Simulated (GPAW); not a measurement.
# How TiC absorbs and reflects light

Aim: the dielectric function of TiC, and the optical constants that follow from it. The cell comes from an older database entry, whose edges can differ from later determinations, mostly by under a per cent.

Method: DFT, LDA, plane-wave PAW (GPAW data sets), scalar-relativistic, RPA, optical limit, in GPAW 26.7.0.

The database entry behind the starting cell differs from later determinations by our own check (0.1 to 0.3 % short, probably kX units), so it need not match the best structure at ambient conditions.

### 1. The starting structure

It takes space group Fm-3m (No. 225, cubic). Conventional cell: a = 4.319 Å, b = 4.319 Å, c = 4.319 Å, α = 90.00°, β = 90.00°, γ = 90.00°. Nearest to Ti lie 6 C at 2.16 Å. C has 6 Ti at 2.16 Å nearest. Farther neighbours are not listed.

Structure file:

```cif
data_structure
_symmetry_space_group_name_H-M 'Fm-3m'
_symmetry_Int_Tables_number 225
_cell_length_a 4.3186
_cell_length_b 4.3186
_cell_length_c 4.3186
_cell_angle_alpha 90.000
_cell_angle_beta 90.000
_cell_angle_gamma 90.000
_cell_volume 80.54
loop_
_atom_site_label
_atom_site_type_symbol
_atom_site_symmetry_multiplicity
_atom_site_Wyckoff_symbol
_atom_site_fract_x
_atom_site_fract_y
_atom_site_fract_z
_atom_site_occupancy
Ti1 Ti 4 a 0.00000 0.00000 0.00000 1
C1 C 4 b 0.50000 0.00000 0.00000 1
```

### 2. Ground state

The self-consistent density comes first; it also tells whether there is a gap, which decides the occupations and the need for a Drude term.

This step: DFT, LDA, plane-wave PAW (GPAW data sets), scalar-relativistic, ground state (GPAW 26.7.0).

gs.py reads:

```python
from ase import Atoms
from ase.dft.bandgap import bandgap
from gpaw import GPAW, PW, FermiDirac

atoms = Atoms(['Ti', 'C'],
              cell=[[0.000000000000, 2.159300000000, 2.159300000000],
                    [2.159300000000, 0.000000000000, 2.159300000000],
                    [2.159300000000, 2.159300000000, 0.000000000000]],
              scaled_positions=[[0.000000000000, 0.000000000000, 0.000000000000],
                                [0.500000000000, 0.500000000000, 0.500000000000]],
              pbc=[True, True, True])
atoms.calc = GPAW(mode=PW(500), xc='LDA', kpts={'size': (9, 9, 9), 'gamma': True},
                  occupations=FermiDirac(0.05), maxiter=150, txt='gs.txt')
print('energy (eV)', atoms.get_potential_energy())
print('Fermi level (eV)', atoms.calc.get_fermi_level())
print('valence electrons', atoms.calc.get_number_of_electrons())
print('gap (eV)', bandgap(atoms.calc, output=None)[0])
print('direct gap (eV)', bandgap(atoms.calc, direct=True, output=None)[0])
atoms.calc.write('gs.gpw')
```

Started as:

```bash
> OMP_NUM_THREADS=1 python gs.py
```

Numbers of over 12 decimals in the logs are rounded to 6 here.

What it wrote:

```text
__  _  _
 | _ |_)|_||  |
 |__||  | ||/\| - 26.7.0

Versions:
  Python: 3.12.14
  ASE:    3.29.0
  Numpy:  2.5.5
  Scipy:  1.18.1
  Libxc:  7.0.0

Input parameters:
  mode=PW(ecut=500.0),
  kpts=MonkhorstPack(size=(9, 9, 9), gamma=True),
  maxiter=150,
  occupations=Occupations(name='fermi-dirac', width=0.05, fixmagmom=False),
  xc=XC(name='LDA')

Diagonalizing LCAO Hamiltonian
Converting LCAO to pw mode

              C

       Ti

Atoms  # Å, Bohr magnetons
|   | symbol |        x |        y |        z |    initial magnetic moments |
| 0 |     Ti | 0.000000 | 0.000000 | 0.000000 | ( 0.0000,  0.0000,  0.0000) |
| 1 |      C | 2.159300 | 2.159300 | 2.159300 | ( 0.0000,  0.0000,  0.0000) |

Unit cell  # Å
| periodic |        x |        y |        z |  lengths |    angles |
|      yes | 0.000000 | 2.159300 | 2.159300 | 3.053711 | 60.000000 |
|      yes | 2.159300 | 0.000000 | 2.159300 | 3.053711 | 60.000000 |
|      yes | 2.159300 | 2.159300 | 0.000000 | 3.053711 | 60.000000 |

Number of symmetries: 48
Symmetry operations  # r_c * U_cc + t_c -> r_c
|    | kind |            matrix            |
|  0 |  σ   |  1, 0, 0,  1, 0,-1,  1,-1, 0 |
|  1 |  C2  |  1, 0, 0,  1,-1, 0,  1, 0,-1 |
|  2 |  E   |  1, 0, 0,  0, 1, 0,  0, 0, 1 |
|  3 |  σ   |  1, 0, 0,  0, 0, 1,  0, 1, 0 |
|  4 |  C4  |  1, 0,-1,  1, 0, 0,  1,-1, 0 |
|  5 |  S6  |  1, 0,-1,  1,-1, 0,  1, 0, 0 |
|  6 |  σ   |  1, 0,-1,  0, 1,-1,  0, 0,-1 |
|  7 |  C3  |  1, 0,-1,  0, 0,-1,  0, 1,-1 |
|  8 |  S6  |  1,-1, 0,  1, 0, 0,  1, 0,-1 |
|  9 |  C4  |  1,-1, 0,  1, 0,-1,  1, 0, 0 |
| 10 |  C3  |  1,-1, 0,  0,-1, 1,  0,-1, 0 |
| 11 |  σ   |  1,-1, 0,  0,-1, 0,  0,-1, 1 |
| 12 |  σ   |  0, 1, 0,  1, 0, 0,  0, 0, 1 |
| 13 |  C4  |  0, 1, 0,  0, 1,-1, -1, 1, 0 |
| 14 |  C3  |  0, 1, 0,  0, 0, 1,  1, 0, 0 |
| 15 |  S6  |  0, 1, 0, -1, 1, 0,  0, 1,-1 |
| 16 |  C2  |  0, 1,-1,  1, 0,-1,  0, 0,-1 |
| 17 |  σ   |  0, 1,-1,  0, 1, 0, -1, 1, 0 |
| 18 |  S4  |  0, 1,-1,  0, 0,-1,  1, 0,-1 |
| 19 |  C4  |  0, 1,-1, -1, 1, 0,  0, 1, 0 |
| 20 |  C3  |  0, 0, 1,  1, 0, 0,  0, 1, 0 |
| 21 |  σ   |  0, 0, 1,  0, 1, 0,  1, 0, 0 |
| 22 |  S6  |  0, 0, 1,  0,-1, 1, -1, 0, 1 |
| 23 |  C4  |  0, 0, 1, -1, 0, 1,  0,-1, 1 |
| 24 |  S4  |  0, 0,-1,  1, 0,-1,  0, 1,-1 |
| 25 |  C3  |  0, 0,-1,  0, 1,-1,  1, 0,-1 |
| 26 |  C2  |  0, 0,-1,  0,-1, 0, -1, 0, 0 |
| 27 |  S6  |  0, 0,-1, -1, 0, 0,  0,-1, 0 |
| 28 |  S4  |  0,-1, 1,  1,-1, 0,  0,-1, 0 |
| 29 |  C4  |  0,-1, 1,  0, 0, 1, -1, 0, 1 |
| 30 |  C2  |  0,-1, 1,  0,-1, 0,  1,-1, 0 |
| 31 |  σ   |  0,-1, 1, -1, 0, 1,  0, 0, 1 |
| 32 |  C3  |  0,-1, 0,  1,-1, 0,  0,-1, 1 |
| 33 |  S6  |  0,-1, 0,  0, 0,-1, -1, 0, 0 |
| 34 |  S4  |  0,-1, 0,  0,-1, 1,  1,-1, 0 |
| 35 |  C2  |  0,-1, 0, -1, 0, 0,  0, 0,-1 |
| 36 |  C2  | -1, 1, 0,  0, 1, 0,  0, 1,-1 |
| 37 |  S6  | -1, 1, 0,  0, 1,-1,  0, 1, 0 |
| 38 |  S4  | -1, 1, 0, -1, 0, 1, -1, 0, 0 |
| 39 |  C3  | -1, 1, 0, -1, 0, 0, -1, 0, 1 |
| 40 |  S6  | -1, 0, 1,  0, 0, 1,  0,-1, 1 |
| 41 |  C2  | -1, 0, 1,  0,-1, 1,  0, 0, 1 |
| 42 |  C3  | -1, 0, 1, -1, 1, 0, -1, 0, 0 |
| 43 |  S4  | -1, 0, 1, -1, 0, 0, -1, 1, 0 |
| 44 |  C2  | -1, 0, 0,  0, 0,-1,  0,-1, 0 |
| 45 |  i   | -1, 0, 0,  0,-1, 0,  0, 0,-1 |
| 46 |  σ   | -1, 0, 0, -1, 1, 0, -1, 0, 1 |
| 47 |  C2  | -1, 0, 0, -1, 0, 1, -1, 1, 0 |

BZ-sampling:
  Number of BZ points: 729
  Number of IBZ points: 35

  Monkhorst-Pack size: [9, 9, 9]
  Monkhorst-Pack shift: [0, 0, 0]

K-points  # in reciprocal-cell coordinates
|     |                                coordinates |     weight |
|   0 | (  0.00000000,   0.00000000,   0.00000000) | 0.00137174 |
|   1 | (  0.11111111,   0.11111111,   0.00000000) | 0.00823045 |
|   2 | (  0.11111111,   0.11111111,   0.11111111) | 0.01097394 |
|   3 | (  0.22222222,   0.11111111,   0.11111111) | 0.01646091 |
|   4 | (  0.22222222,   0.22222222,   0.00000000) | 0.00823045 |
|   5 | (  0.22222222,   0.22222222,   0.11111111) | 0.03292181 |
|   6 | (  0.22222222,   0.22222222,   0.22222222) | 0.01097394 |
|   7 | (  0.33333333,   0.22222222,   0.11111111) | 0.03292181 |
|   8 | (  0.33333333,   0.22222222,   0.22222222) | 0.03292181 |
|   9 | (  0.33333333,   0.33333333,  -0.33333333) | 0.01646091 |
| ... |                                            |            |
|  34 | (  0.44444444,   0.44444444,   0.44444444) | 0.01097394 |

Plane wave coefficients: 531
Cutoff: 500.0 eV

Spin-components: 1 (collinear spins)
Bands:           14
Projectors:      11
Spin-degeneracy: 2
Datatype:        complex128

Parallelization:
  kpt:    1
  domain: 1
  band:   1

Density:
  Valence electrons: 16.0
  Components: 1
  Grid points: [16 16 16]
  Charge: 0.0  # |e|

Potential:
  Grid points: [16 16 16]

species:
  Ti:
    name:    Titanium
    id:
    Z:       22.0
    valence: 12
    core:    10
    charge:  0.0  # [|e|]
    compensation charges:
      type: gauss
      rc: 0.38  # [Å]
      lmax: 2
    cutoffs:
      filter: 2.23  # [Å]
      core: 1.02  # [Å]
    projectors
    | kind |    occ | energy [eV] | rcut [Å] |
    |   3s |  2.000 |     -62.257 |    1.270 |
    |   4s |  2.000 |      -4.593 |    1.270 |
    |   3p |  6.000 |     -38.791 |    1.058 |
    |   4p |  0.000 |      -1.536 |    1.058 |
    |   3d |  2.000 |      -4.463 |    1.058 |
    |    d |        |      22.748 |    1.058 |

    Using partial waves for Ti as LCAO basis

  C:
    name:    Carbon
    id:
    Z:       6.0
    valence: 4
    core:    2
    charge:  0.0  # [|e|]
    compensation charges:
      type: gauss
      rc: 0.20  # [Å]
      lmax: 2
    cutoffs:
      filter: 1.14  # [Å]
      core: 1.14  # [Å]
    projectors
    | kind |    occ | energy [eV] | rcut [Å] |
    |   2s |  2.000 |     -13.639 |    0.635 |
    |   2p |  2.000 |      -5.414 |    0.635 |
    |    s |        |      13.573 |    0.635 |
    |    p |        |      21.797 |    0.635 |
    |    d |        |       0.000 |    0.635 |

    Using partial waves for C as LCAO basis

Reference energy: -24192.751597  # eV

eigensolver:
  PPCG
  Converge bands: occupied
  niter=2

density mixing:
  MSR1-Mixer
  Pratt-step length: 0.05
  Maximum mixing coefficient: 0.75
  Old densities: 10
  SVD Regularization: 0.005
  Good broyden scale: 1.0
  Trust region scale: 1.0
  Backstep threshold: 4.0
  History deletion threshold: 6.0
  Fourier metric: weight=20.0, sigma=0.015

occupation numbers:
  Fermi-Dirac:
    width: 0.0500  # eV

poisson solver:
  ecut: 4000.0  # eV

xc functional:
  name: None

convergence criteria:
- Maximum [total energy] change in last 3 cyles: 0.0005 eV / valence electron
- Maximum integral of absolute [dens]ity change: 0.0001 electrons / valence electron
- Maximum integral of absolute [eigenst]ate change: 4e-08 eV^2 / valence electron
maximum number of iterations: 150

SCF iterations
|iter     |      energy | eigst |  dens |
|iter:   1||  -21.650803 | -0.54 |       |
|iter:   2||  -20.803428 | -2.08 | -0.79 |
|iter:   3||  -19.399225 | -0.93 | -0.88 |
|iter:   4||  -19.387043 | -2.52 | -1.59 |
|iter:   5||  -19.393909 | -3.49 | -1.81 |
|iter:   6||  -19.393519c| -3.86 | -2.46 |
|iter:   7||  -19.393533c| -6.00 | -3.55 |
|iter:   8||  -19.393538c| -6.96 | -3.79 |
|iter:   9||  -19.393538c| -8.04c| -4.62c|

Converged in 9 steps
SCF loop duration: 6.301 s (0.700 s/step)
Energy contributions relative to reference atoms: (reference = -24192.751597)

Energy contributions:
  Kinetic:          15.600886
  Coulomb:         -16.655767
  Zero:              0.014656
  External:          0.000000
  Xc:              -18.351925
  Entropy:          -0.002775
  Spinorbit:         0.000000
  ----------------------------
  Free energy:     -19.394925
  Extrapolated:    -19.393538

dipole moment: (-13.853375, -13.853375, -13.853375)  # |e|*Ang

Fermi level: 9.986
Eigenvalues  # (at kpt = [0.000, 0.000, 0.000])
| band index |      eig [eV] | occ [0-2] |
|          0 |       -45.924 |     2.000 |
|          1 |       -22.267 |     2.000 |
|          2 |       -22.267 |     2.000 |
|          3 |       -22.267 |     2.000 |
|          4 |        -2.254 |     2.000 |
|          5 |        10.648 |     0.000 |
|          6 |        10.648 |     0.000 |
|          7 |        10.648 |     0.000 |
|          8 |        11.698 |     0.000 |
|          9 |        11.698 |     0.000 |
|         10 |        11.698 |     0.000 |
|         11 |        11.755 |     0.000 |
|         12 |        11.755 |     0.000 |
|         13 |        20.729 |     0.000 |

No gap
No difference between direct/indirect transitions

--- standard output ---
energy (eV) -19.393538
Fermi level (eV) 9.986361
valence electrons 16.0
gap (eV) 0.0
direct gap (eV) 0.0
```

Run time: 9.8 s. Hardware: 1 thread of Arm Neoverse N1, shared host; peak memory 0.13 GiB.

This step gave:

```
energy       : -19.39 eV
Fermi energy : 9.986 eV
electrons    : 16
```

There are states at the Fermi level within the smearing, so the occupations stay smeared and the carriers get a Drude term.

### 3. Bands for the response

At the fixed density, many empty bands are solved on the mesh of the response, since the spectrum sums over them.

This step: DFT, LDA, plane-wave PAW (GPAW data sets), scalar-relativistic, bands at fixed density (GPAW 26.7.0).

nscf.py reads:

```python
from ase.dft.bandgap import bandgap
from gpaw import GPAW, FermiDirac

calc = GPAW('gs.gpw').fixed_density(kpts={'size': (24, 24, 24), 'gamma': True}, nbands=27, convergence={'bands': 21},
                                    occupations=FermiDirac(0.05), txt='nscf.txt')
print('gap (eV)', bandgap(calc, output=None)[0])
print('direct gap (eV)', bandgap(calc, direct=True, output=None)[0])
print('top band over the Fermi level (eV)', min(calc.get_eigenvalues(kpt=k)[20] for k in range(len(calc.get_ibz_k_points()))) - calc.get_fermi_level())
calc.write('full.gpw', mode='all')
```

Started as:

```bash
> OMP_NUM_THREADS=1 python nscf.py
```

What it wrote:

```text
Diagonalizing LCAO Hamiltonian
Converting LCAO to pw mode
convergence criteria:
- Maximum integral of absolute [eigenst]ate change: 4e-08 eV^2 / valence electron
maximum number of iterations: 150

SCF iterations
|iter     |      energy | eigst |  dens |
|iter:   1||             | +2.16 |       |
|iter:   2||             | +0.30 |       |
|iter:   3||             | -1.53 |       |
|iter:   4||             | -3.28 |       |
|iter:   5||             | -5.04 |       |
|iter:   6||             | -6.72 |       |
|iter:   7||             | -7.79c|       |
SCF steps: 7
  __  _  _
 | _ |_)|_||  |
 |__||  | ||/\| - 26.7.0

Versions:
  Python: 3.12.14
  ASE:    3.29.0
  Numpy:  2.5.5
  Scipy:  1.18.1
  Libxc:  7.0.0

Input parameters:
  mode=PW(ecut=500.0),
  convergence={'bands': 21},
  gpts=array([16, 16, 16]),
  kpts=MonkhorstPack(size=(24, 24, 24), gamma=True),
  maxiter=150,
  nbands=27,
  occupations=Occupations(name='fermi-dirac', width=0.05, fixmagmom=False),
  parallel={},
  xc=XC(name='LDA')

--- standard output ---
gap (eV) 0.0
direct gap (eV) 0.0
top band over the Fermi level (eV) 27.199973
```

Wall time 1.8 min (1 thread); peak memory 0.28 GiB.

(Continued in part 2 of 2.)

[Machine, clock and banner lines and Python warnings are left out of the logs.]

[Logs are printed without paths, hosts, clocks, repeated set-up lines and the standing remarks that a program may print on its own settings, such as how far it seeks lower states.]

[Hosts, paths, dates, database ids (printed as entryN), source tags and the programs' standing remarks are cut or masked in the printed files.]
